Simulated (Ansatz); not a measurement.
# CeInGa2Au: relaxing a made-up structure

This structure for CeInGa2Au is made up. Its elements were placed in a known structure type with a cell scaled to their sizes. What cell does the guess relax to, and how far off was it?

Calculated with Ansatz 0.2.0; DFT, PBEsol, plane-wave PAW, default files, scalar-relativistic, ferromagnetic start, cell and ions relaxed at zero pressure, in the first sound run; inputs show where later runs differ.

In doubt: a part-filled 4f shell, where there is one, can sit in one of many states, so energies may not be the lowest and differences between runs may mislead; derivatives with an open 4f shell can jump between states, which bears on forces and vibrations.

**1. The structure**

The structure is tetragonal, space group I-4m2 (No. 119). The conventional cell has a = 4.473 Å, b = 4.473 Å, c = 10.860 Å, α = 90.00°, β = 90.00°, γ = 90.00°. Nearest to Au lie 4 Ga at 2.71 Å and 4 In at 3.16 Å and 4 Ce at 3.52 Å. Nearest to Ce lie 8 Ga at 3.38 Å and 4 In at 3.52 Å and 4 Au at 3.52 Å. Nearest to In lie 4 Ga at 2.71 Å and 4 Au at 3.16 Å and 4 Ce at 3.52 Å. Ga has 1 Ga at 2.38 Å and 2 Au at 2.71 Å and 2 In at 2.71 Å and 4 Ce at 3.38 Å nearest. Farther neighbours are not listed.

**2. Relaxation of the guess**

The guess takes its coordinates from another compound and its volume from a rule, so the cell and any free coordinates are relaxed together.

input.yaml reads:

```yaml
crystal:
  lattice:
    - [-2.2365, 2.2365, 5.43]
    - [2.2365, -2.2365, 5.43]
    - [2.2365, 2.2365, -5.43]
  atoms:
    - { symbol: Au, position: [0.25, 0.75, 0.5] }
    - { symbol: Ce, position: [0.0, 0.0, 0.0], spin: 1.0 }
    - { symbol: In, position: [0.75, 0.25, 0.5] }
    - { symbol: Ga, position: [0.3904, 0.3904, 0.0] }
    - { symbol: Ga, position: [0.6096, 0.6096, 0.0] }
magnetization:
  spin_polarized: true
kpoints:
  mp_grid: { grid: [8, 8, 8] }
scf:
  occupations: { method: fermi_dirac, width: 0.05 }
hamiltonian:
  xc: pbesol
  pseudopotentials: { kind: paw }
relax:
  f_tol: 0.015
  max_steps: 70
  cell: {}
output:
  forces: true
  stress: true
```

Command:

```bash
ansatz run input.yaml --threads 4 --pin off --max-ram 8192MiB --backend cpu --events-out ev --progress --plain --runs-dir out
```

Numbers of over 12 decimals in the logs are rounded to 6 here.

What it wrote:

```text
band count auto-derived: 45 (N_el = 70.0; filled up to band 35; 43 by the electrons, moments and atoms)
Engine: ansatz 0.2.0, aarch64-unknown-linux-gnu
Pseudopotentials: kind: paw
Pseudopotential: Au, paw, valence charge 19, recommended cutoff 420 eV (normal), Au.paw.azcp
Pseudopotential: Ce, paw, valence charge 12, recommended cutoff 420 eV (normal), Ce.paw.azcp
Pseudopotential: In, paw, valence charge 13, recommended cutoff 420 eV (normal), In.paw.azcp
Pseudopotential: Ga, paw, valence charge 13, recommended cutoff 420 eV (normal), Ga.paw.azcp
Functional definition: PBEsol
  exchange = pbesol_x
  correlation = pbesol_c
Crystal: 5 atoms, lattice volume = 108.642 Å³
Basis set: ecut = 420 eV, 2131 PW (Γ), exchange–correlation on 90×90×90 points (8 copies of the dense FFT grid, shifted against one another)
Bands: 45, of which v1, the nominal top of the filled ones, is band 35 counted from 1 (34 counted from 0)
Symmetry: 8 space group operations
Space group: I-4m2 (ITA 119), of the structure as read, at distance tolerance 4.8e-5 Å
Magnetic group: BNS 119.315 (UNI 975), of the structure as read, at distance tolerance 4.8e-5 Å
k-points: 59 of 512 (time reversal used)
Non-local potential: Au, projectors of the file, l = 0: 3, l = 1: 2, l = 2: 2, l = 3: 1
Non-local potential: Ce, projectors of the file, l = 0: 3, l = 1: 2, l = 2: 2, l = 3: 3
Non-local potential: In, projectors of the file, l = 0: 2, l = 1: 2, l = 2: 2, l = 3: 2
Non-local potential: Ga, projectors of the file, l = 0: 2, l = 1: 2, l = 2: 3, l = 3: 1
PAW form: soft (Blöchl's): semilocal exchange-correlation on the pseudo side does not see the compensation charge
PAW frozen core: Au, regenerated for the run's functional, and the local potential with it (the file was generated under x = pbe(κ = 0.804, μ = 0.219515), c = pbe(β = 0.066725))
PAW frozen core: Ce, regenerated for the run's functional, and the local potential with it (the file was generated under x = pbe(κ = 0.804, μ = 0.219515), c = pbe(β = 0.066725))
PAW frozen core: In, regenerated for the run's functional, and the local potential with it (the file was generated under x = pbe(κ = 0.804, μ = 0.219515), c = pbe(β = 0.066725))
PAW frozen core: Ga, regenerated for the run's functional, and the local potential with it (the file was generated under x = pbe(κ = 0.804, μ = 0.219515), c = pbe(β = 0.066725))
PAW one-centre angular grid: Au, 590 points (default); XC on 64 Gauss nodes
PAW one-centre angular grid: Ce, 590 points (default); XC on 64 Gauss nodes
PAW one-centre angular grid: In, 590 points (default); XC on 64 Gauss nodes
PAW one-centre angular grid: Ga, 590 points (default); XC on 64 Gauss nodes
Initial density: superposition of atomic densities (chi_scale 0.1, normalization cell, long waves kept (reshape's long-wave potential 0.00 eV rms))
Starting moments: Σ|m| = 1 μB on 1 of 5 sites
Initial wavefunctions: pseudopotential atomic-orbital guess
Functional: x = pbesol(κ = 0.804, μ = 0.123457), c = pbesol(β = 0.046)
SCF iter   1: F=—  HF=-32522.534749 eV  |F-HF|=—  |Δ(HF+E_count)|=         —  Δρ=1.35e-1 (↑1.34e-1 ↓1.35e-1)  dr2=1.72e2  dr2_m=3.73e-1  M=0.216 μB ∫|m|=0.355 μB  β_m=0.30  ethr=3.10e-3  ⟨swp⟩=6.2  Hψ=19099  notcnv=0
Mixer restart at iter 1: flushing history
preconditioner: auto → Kerker (q_TF=auto, 2.536 Å⁻¹)  [metal: Δε(μ)=0.017 eV  Ē_g=12.509 eV  σ=0.050 eV  W_gap=0.08  n_scr=32 (ndim 8)  ℏωp=27.6 eV  f_vac=0.001  D(μ)=5.72/eV (n_scr^D=52)]
spin=Collinear: Kerker preconditioning applied to the charge; magnetization (m = ρ↑ − ρ↓) channel mixes plain (no charge-response kernel on spin).
SCF iter   2: F=—  HF=-32507.181774 eV  |F-HF|=—  |Δ(HF+E_count)|=    1.54e1  Δρ=4.18e-2 (↑2.94e-2 ↓4.18e-2)  dr2=5.39e0  dr2_m=1.33e-1  M=0.529 μB ∫|m|=0.561 μB  β_m=0.32  ethr=3.10e-3  ⟨swp⟩=4.0  Hψ=14317  notcnv=0
SCF iter   3: F=—  HF=-32506.517381 eV  |F-HF|=—  |Δ(HF+E_count)|=   6.64e-1  Δρ=2.91e-2 (↑1.71e-2 ↓2.91e-2)  dr2=2.34e0  dr2_m=7.73e-2  M=0.602 μB ∫|m|=0.640 μB  β_m=0.55  ethr=3.10e-3  ⟨swp⟩=2.8  Hψ=7889  notcnv=0
SCF iter   4: F=—  HF=-32506.061243 eV  |F-HF|=—  |Δ(HF+E_count)|=   4.56e-1  Δρ=8.80e-3 (↑8.80e-3 ↓5.23e-3)  dr2=2.18e-1  dr2_m=2.61e-2  M=0.736 μB ∫|m|=0.797 μB  β_m=0.78  ethr=3.10e-3  ⟨swp⟩=4.1  Hψ=11827  notcnv=0  defer=1
SCF iter   5: F=—  HF=-32506.101571 eV  |F-HF|=—  |Δ(HF+E_count)|=   4.03e-2  Δρ=4.42e-3 (↑4.42e-3 ↓2.31e-3)  dr2=7.00e-2  dr2_m=4.26e-3  M=0.810 μB ∫|m|=0.874 μB  β_m=0.69  ethr=3.12e-4  ⟨swp⟩=3.3  Hψ=12212  notcnv=0
SCF iter   6: F=—  HF=-32506.096914 eV  |F-HF|=—  |Δ(HF+E_count)|=   4.66e-3  Δρ=2.38e-3 (↑2.38e-3 ↓1.55e-3)  dr2=4.05e-2  dr2_m=8.24e-4  M=0.836 μB ∫|m|=0.899 μB  β_m=0.69  ethr=1.00e-4  ⟨swp⟩=2.7  Hψ=10641  notcnv=0
SCF iter   7: F=—  HF=-32506.097428 eV  |F-HF|=—  |Δ(HF+E_count)|=   5.14e-4  Δρ=1.31e-3 (↑1.31e-3 ↓1.17e-3)  dr2=1.61e-2  dr2_m=4.43e-5  M=0.863 μB ∫|m|=0.925 μB  β_m=0.84  ethr=5.78e-5  ⟨swp⟩=2.7  Hψ=10718  notcnv=0
SCF iter   8: F=—  HF=-32506.094745 eV  |F-HF|=—  |Δ(HF+E_count)|=   2.68e-3  Δρ=3.75e-4 (↑3.75e-4 ↓2.44e-4)  dr2=6.24e-4  dr2_m=2.50e-5  M=0.875 μB ∫|m|=0.937 μB  β_m=0.92  ethr=2.30e-5  ⟨swp⟩=2.1  Hψ=9942  notcnv=0
SCF iter   9: F=—  HF=-32506.095068 eV  |F-HF|=—  |Δ(HF+E_count)|=   3.22e-4  Δρ=1.81e-4 (↑1.81e-4 ↓9.66e-5)  dr2=1.12e-4  dr2_m=5.09e-6  M=0.872 μB ∫|m|=0.933 μB  β_m=0.96  ethr=8.91e-7  ⟨swp⟩=2.1  Hψ=9955  notcnv=0
SCF iter  10: F=—  HF=-32506.095134 eV  |F-HF|=—  |Δ(HF+E_count)|=   6.63e-5  Δρ=1.34e-4 (↑1.34e-4 ↓5.70e-5)  dr2=1.62e-5  dr2_m=5.76e-6  M=0.871 μB ∫|m|=0.933 μB  β_m=0.98  ethr=1.60e-7  ⟨swp⟩=2.2  Hψ=9995  notcnv=0
SCF iter  11: F=—  HF=-32506.095358 eV  |F-HF|=—  |Δ(HF+E_count)|=   2.24e-4  Δρ=5.72e-5 (↑5.72e-5 ↓2.42e-5)  dr2=4.52e-6  dr2_m=1.02e-6  M=0.873 μB ∫|m|=0.934 μB  β_m=0.99  ethr=2.31e-8  ⟨swp⟩=2.0  Hψ=9504  notcnv=0
SCF iter  12: F=—  HF=-32506.095362 eV  |F-HF|=—  |Δ(HF+E_count)|=   3.43e-6  Δρ=2.69e-5 (↑2.69e-5 ↓1.05e-5)  dr2=1.35e-6  dr2_m=2.05e-7  M=0.874 μB ∫|m|=0.935 μB  β_m=1.00  ethr=6.45e-9  ⟨swp⟩=2.0  Hψ=9414  notcnv=0
SCF iter  13: F=—  HF=-32506.095362 eV  |F-HF|=—  |Δ(HF+E_count)|=   4.00e-7  Δρ=7.84e-6 (↑7.84e-6 ↓4.19e-6)  dr2=1.88e-7  dr2_m=1.08e-8  M=0.874 μB ∫|m|=0.935 μB  β_m=0.99  ethr=1.92e-9  ⟨swp⟩=2.0  Hψ=9448  notcnv=0
SCF iter  14: F=—  HF=-32506.095362 eV  |F-HF|=—  |Δ(HF+E_count)|=   2.31e-9  Δρ=2.51e-6 (↑2.51e-6 ↓1.14e-6)  dr2=1.16e-8  dr2_m=1.82e-9  M=0.875 μB ∫|m|=0.935 μB  β_m=0.99  ethr=2.68e-10  ⟨swp⟩=2.2  Hψ=9703  notcnv=0
[...]
SCF iter   8: F=—  HF=-32506.224284 eV  |F-HF|=—  |Δ(HF+E_count)|=   1.76e-6  Δρ=2.26e-5 (↑2.26e-5 ↓1.44e-5)  dr2=8.97e-7  dr2_m=7.96e-8  M=0.804 μB ∫|m|=0.866 μB  β_m=0.98  ethr=1.29e-8  ⟨swp⟩=2.0  Hψ=9809  notcnv=0
SCF iter   9: F=—  HF=-32506.224284 eV  |F-HF|=—  |Δ(HF+E_count)|=   7.28e-7  Δρ=1.28e-5 (↑1.28e-5 ↓5.99e-6)  dr2=1.10e-7  dr2_m=4.10e-8  M=0.804 μB ∫|m|=0.866 μB  β_m=0.99  ethr=1.28e-9  ⟨swp⟩=2.1  Hψ=9595  notcnv=0
SCF iter  10: F=—  HF=-32506.224285 eV  |F-HF|=—  |Δ(HF+E_count)|=   5.56e-7  Δρ=5.46e-6 (↑5.46e-6 ↓4.41e-6)  dr2=1.13e-7  dr2_m=2.67e-9  M=0.804 μB ∫|m|=0.866 μB  β_m=0.99  ethr=1.57e-10  ⟨swp⟩=3.0  Hψ=10127  notcnv=0
SCF iter  11: F=—  HF=-32506.224285 eV  |F-HF|=—  |Δ(HF+E_count)|=   3.76e-9  Δρ=2.63e-6 (↑2.63e-6 ↓1.20e-6)  dr2=1.19e-8  dr2_m=1.29e-9  M=0.804 μB ∫|m|=0.866 μB  β_m=1.00  ethr=1.57e-10  ⟨swp⟩=2.0  Hψ=9514  notcnv=0
SCF iter  12: F=-32506.224285 eV  HF=-32506.224285 eV  |F-HF|=1.16e-9  |Δ(HF+E_count)|=   1.11e-8  Δρ=1.38e-6 (↑1.38e-6 ↓3.83e-7)  dr2=1.94e-9  dr2_m=3.88e-10  M=0.804 μB ∫|m|=0.866 μB  ethr=1.70e-11  ⟨swp⟩=2.1  Hψ=18062  notcnv=0
SCF 3 converged in 12 iterations: F = -32506.224285 eV  dr2 = 1.94e-9
relax step   3: F+E_penalty+E_count = -32506.22428493 eV  Δ(F+E_penalty+E_count) = -3.778e-2 eV  max|allowed force component| = 3.564e-3 eV/Å  Δτ_max = 0.0092 Å  P = -0.258 GPa  Ω = 102.724 Å³  energy of the carried Pulay correction = +1.386e-3 eV  (12 SCF iters, dr2 threshold 5.00e-7 eV, accepted)
[...]
relax step   4: F+E_penalty+E_count = -32506.22676906 eV  Δ(F+E_penalty+E_count) = -2.484e-3 eV  max|allowed force component| = 8.431e-3 eV/Å  Δτ_max = 0.0049 Å  P = -0.009 GPa  Ω = 102.369 Å³  energy of the carried Pulay correction = +1.471e-3 eV  (9 SCF iters, dr2 threshold 5.00e-7 eV, accepted)
[...]
relax step   5: F+E_penalty+E_count = -32506.22694355 eV  Δ(F+E_penalty+E_count) = -1.745e-4 eV  max|allowed force component| = 1.538e-3 eV/Å  Δτ_max = 0.0022 Å  P = +0.005 GPa  Ω = 102.329 Å³  energy of the carried Pulay correction = +1.481e-3 eV  (9 SCF iters, dr2 threshold 4.02e-8 eV, accepted)
Initial wavefunctions: pseudopotential atomic-orbital guess (no wavefunctions were taken with the density)
iter 1 solved again at ethr=5.05e-8 eV; its pass at ethr=3.10e-3 eV (dr2=3.53e-5 eV) is discarded
SCF iter   1: F=—  HF=-32506.225544 eV  |F-HF|=—  |Δ(HF+E_count)|=         —  Δρ=1.12e-4 (↑1.11e-4 ↓1.12e-4)  dr2=3.02e-6  dr2_m=8.90e-9  M=0.821 μB ∫|m|=0.876 μB  β_m=0.65  ethr=5.05e-8  ⟨swp⟩=3.7  Hψ=37043  notcnv=0
preconditioner: auto → Kerker (q_TF=auto, 2.561 Å⁻¹)  [metal: Δε(μ)=0.001 eV  Ē_g=11.951 eV  σ=0.050 eV  W_gap=0.01  n_scr=32 (ndim 8)  ℏωp=28.4 eV  f_vac=0.001  D(μ)=8.88/eV (n_scr^D=102)]
spin=Collinear: Kerker preconditioning applied to the charge; magnetization (m = ρ↑ − ρ↓) channel mixes plain (no charge-response kernel on spin).
SCF iter   2: F=—  HF=-32506.225502 eV  |F-HF|=—  |Δ(HF+E_count)|=   4.24e-5  Δρ=4.80e-5 (↑4.78e-5 ↓4.80e-5)  dr2=1.85e-6  dr2_m=1.99e-9  M=0.821 μB ∫|m|=0.876 μB  β_m=0.53  ethr=4.32e-9  ⟨swp⟩=2.2  Hψ=9235  notcnv=0
SCF iter   3: F=—  HF=-32506.225505 eV  |F-HF|=—  |Δ(HF+E_count)|=   2.81e-6  Δρ=2.22e-5 (↑2.21e-5 ↓2.22e-5)  dr2=2.56e-7  dr2_m=1.50e-9  M=0.821 μB ∫|m|=0.876 μB  β_m=0.62  ethr=2.64e-9  ⟨swp⟩=2.0  Hψ=7333  notcnv=0
SCF iter   4: F=—  HF=-32506.225506 eV  |F-HF|=—  |Δ(HF+E_count)|=   9.69e-7  Δρ=2.65e-6 (↑2.65e-6 ↓2.59e-6)  dr2=1.52e-8  dr2_m=1.36e-10  M=0.821 μB ∫|m|=0.876 μB  β_m=0.70  ethr=3.66e-10  ⟨swp⟩=2.0  Hψ=7783  notcnv=0
SCF iter   5: F=—  HF=-32506.225506 eV  |F-HF|=—  |Δ(HF+E_count)|=   1.41e-8  Δρ=7.11e-7 (↑7.11e-7 ↓6.87e-7)  dr2=1.20e-9  dr2_m=1.54e-11  M=0.821 μB ∫|m|=0.876 μB  β_m=0.85  ethr=2.17e-11  ⟨swp⟩=2.0  Hψ=9156  notcnv=0
SCF iter   6: F=—  HF=-32506.225502 eV  |F-HF|=—  |Δ(HF+E_count)|=   3.25e-6  Δρ=2.94e-7 (↑2.94e-7 ↓2.57e-7)  dr2=9.87e-11  dr2_m=6.39e-12  M=0.821 μB ∫|m|=0.876 μB  β_m=0.92  ethr=1.72e-12  ⟨swp⟩=2.0  Hψ=9198  notcnv=0
SCF iter   7: F=—  HF=-32506.225502 eV  |F-HF|=—  |Δ(HF+E_count)|=  1.16e-10  Δρ=1.14e-7 (↑1.14e-7 ↓5.05e-8)  dr2=9.36e-12  dr2_m=3.03e-12  M=0.821 μB ∫|m|=0.876 μB  β_m=0.96  ethr=1.00e-12  ⟨swp⟩=1.1  Hψ=5331  notcnv=0
SCF iter   8: F=-32506.225502 eV  HF=-32506.225502 eV  |F-HF|=3.64e-12  |Δ(HF+E_count)|=  1.82e-11  Δρ=1.40e-7 (↑1.40e-7 ↓1.47e-8)  dr2=1.39e-11  dr2_m=4.73e-12  M=0.821 μB ∫|m|=0.876 μB  ethr=1.00e-12  ⟨swp⟩=3.0  Hψ=18771  notcnv=0
SCF 6 converged in 8 iterations: F = -32506.225502 eV  dr2 = 1.39e-11
relax step   6: F+E_penalty+E_count = -32506.22550247 eV  Δ(F+E_penalty+E_count) = +1.441e-3 eV  max|allowed force component| = 1.227e-3 eV/Å  Δτ_max = 0.0000 Å  P = +0.004 GPa  Ω = 102.329 Å³  stress off target by 2.19e-2 GPa  SCF on the basis re-selected at this cell (its energy is not comparable with the rows above)  (8 SCF iters)
basis re-selected at this cell: Δ(F+E_penalty+E_count) = +1.441e-3 eV, ΔP = -0.001 GPa vs the last step (what re-selecting the basis moved, of the pressure what is left beyond the Pulay correction that the steps carried, after the strain that the cell walked since its last selection, with what the two solves' SCF thresholds leave and, on support functions, any second-order correction that the steps lacked; it is no m [...]
SCF converged after 8 iterations
Magnetization: 0.8213 μB (35.4107 up, 34.5893 down)
Absolute magnetization: 0.8762 μB (∫|ρ↑−ρ↓|, with the PAW one-centre terms)
Spin contamination: 0.0268 ħ² per cell (⟨S²⟩ above its minimum at these occupations)
Per-site moments (μB) at R_I (Å): [(-0.00344498, 1.098390), (0.788927, 1.347884), (-0.00438675, 1.098390), (-0.00173552, 0.986659), (-0.00173552, 0.986659)]
Free energy (F): -32506.225502 eV
Harris-Foulkes:  -32506.225502 eV  (|F-HF|=3.64e-12)
Internal energy: -32506.149523 eV  (E = F + TS)
E sigma→0 (E₀):  -32506.187513 eV
Entropy (-TS):   -0.075979 eV (-15.196 meV/atom)
Fermi energy:    14.045804 eV
--- Per-component energies (eV) ---
  E_band       = -298.670294
  E_kinetic    = 1451.316382
  E_local      = -7527.094950  (includes V_loc(G=0)·N_el)
  E_nonlocal   = 1254.513668
  E_hartree    = 3356.368782
  E_xc         = -801.754582
  E_vxc        = -741.740069  (∫ρ·V_xc dr)
  E_paw        = -22934.356713  (= ΣΔE_a)
  E_vpaw       = -1448.404033  (= ΣTr[D̂ρ^β])
  E_aug_tail   = 0.001131  (compensation charges beyond the density's cutoff)
  E_ewald      = -7307.640873
  E_core_change = 2.497633  (= ΣΔE_core)
  E_smearing   = -0.075979  (= −TS)
  E_closure    = -0.000000  (closes the sum)
  Σ components = -32506.225502   (vs F -32506.225502, Δ=0.00e0)
--- Forces (eV/Å), atoms counted from 1 ---
  atom   1  Au     0.00000000     0.00000000    -0.00000000
  atom   2  Ce     0.00000000     0.00000000    -0.00000000
  atom   3  In    -0.00000000    -0.00000000     0.00000000
  atom   4  Ga     0.00000000     0.00000000    -0.00122716
  atom   5  Ga    -0.00000000     0.00000000     0.00122716
  max |Σ_I F_I| component: 1.52e-16 eV/Å
--- Stress (GPa, compression-positive) ---
       -0.004679       0.000000       0.000000
        0.000000      -0.004679       0.000000
        0.000000       0.000000       0.021940
  P = ⅓ Tr σ = 0.0042 GPa (0.042 kbar)
--- Relaxed structure (5 steps of the walk, 5 accepted, 1 SCFs on fresh bases) ---
  F+E_penalty+E_count = -32506.22550247 eV   max|allowed force component| = 1.227e-3 eV/Å   (the final SCF, on the basis selected at the relaxed cell)
  cell:  # Å, volume = 102.3289 Å³
    - [-2.150220, 2.150220, 5.533154]
    - [2.150220, -2.150220, 5.533154]
    - [2.150220, 2.150220, -5.533154]
  atoms:
    - { symbol: Au, position: [0.250000, 0.750000, 0.500000] }
    - { symbol: Ce, position: [0, 0, 0] }
    - { symbol: In, position: [0.750000, 0.250000, 0.500000] }
    - { symbol: Ga, position: [0.391929, 0.391929, 0] }
    - { symbol: Ga, position: [0.608071, 0.608071, 0] }
```

Wall time 4.3 min (4 threads of Arm Neoverse N1, shared host); peak memory 0.9 GiB.

Step by step:

```tsv
step	energy less that of the first step (eV)	largest force component (eV/Å)	pressure (GPa)	volume (Å³)
1	0.0000	0.3452	-4.22	108.64
2	-0.0911	0.3365	3.48	98.90
3	-0.1289	0.0036	-0.26	102.72
4	-0.1314	0.0084	-0.01	102.37
5	-0.1316	0.0015	0.01	102.33
6*	-0.1301	0.0012	0.00	102.33
```

Relaxation steps marked * repeat the geometry before them on a plane-wave basis chosen anew for their cell, so energy and pressure can jump there.

Forces are held to the 8 operations that the run works with; a distortion that breaks them can't arise in this run.

```tsv
conventional cell, symmetrised	before	after	change
a (Å)	4.473	4.300	-3.9 %
b (Å)	4.473	4.300	-3.9 %
c (Å)	10.860	11.066	+1.9 %
volume (Å³/atom)	21.73	20.47	-5.8 %
```

The atoms that moved most (Å, as changes of fractional coordinates times the final cell):

```tsv
atom	dx	dy	dz	length
Ga5	0.000	0.000	-0.017	0.017
Ga4	0.000	0.000	0.017	0.017
```

The relaxed structure:

```xyz
5
Lattice="-2.1502 2.1502 5.5332 2.1502 -2.1502 5.5332 2.1502 2.1502 -5.5332" Properties=species:S:1:pos:R:3 pbc="T T T"
Au    2.1502    0.0000    2.7666
Ce    0.0000    0.0000    0.0000
In    0.0000    2.1502    2.7666
Ga    0.0000    0.0000    4.3372
Ga    0.0000    0.0000    6.7291
```

Numbers from this step:

```yaml
free_energy: -32506.2255 eV
energy_at_zero_smearing: -32506.1875 eV
smearing_term_ts: 0.07598 eV
fermi_energy: 14.05 eV
magnetization: 0.8213 μB
absolute_magnetization: 0.8762 μB
site_moments: -0.003445, 0.7889, -0.004387, -0.001736, -0.001736 μB
electrons: 70
symmetry_operations: 8
pressure: 0.004194 GPa
```

Site moment by atom:

```tsv
atom	site moment (μB)
Au1	-0.003
Ce2	0.789
In3	-0.004
Ga4	-0.002
Ga5	-0.002
```

The shortest distance of each pair, which need not be the same contact before and after:

```tsv
pair	guess (Å)	relaxed (Å)
Ga–Ga	2.381	2.392
Ga–In	2.707	2.663
Au–Ga	2.707	2.663
Au–In	3.163	3.041
Ce–Ga	3.379	3.268
```

The relaxation ends with a largest force component of 0.0012 eV/Å and a pressure of 0.00 GPa.

[end of part 1 of 2]

[Logs are printed without paths, hosts, clocks, repeated set-up lines and the standing remarks that a program may print on its own settings, such as how far it seeks lower states.]

[Hosts, paths, dates, database ids (printed as entryN), source tags and the programs' standing remarks are cut or masked in the printed files.]
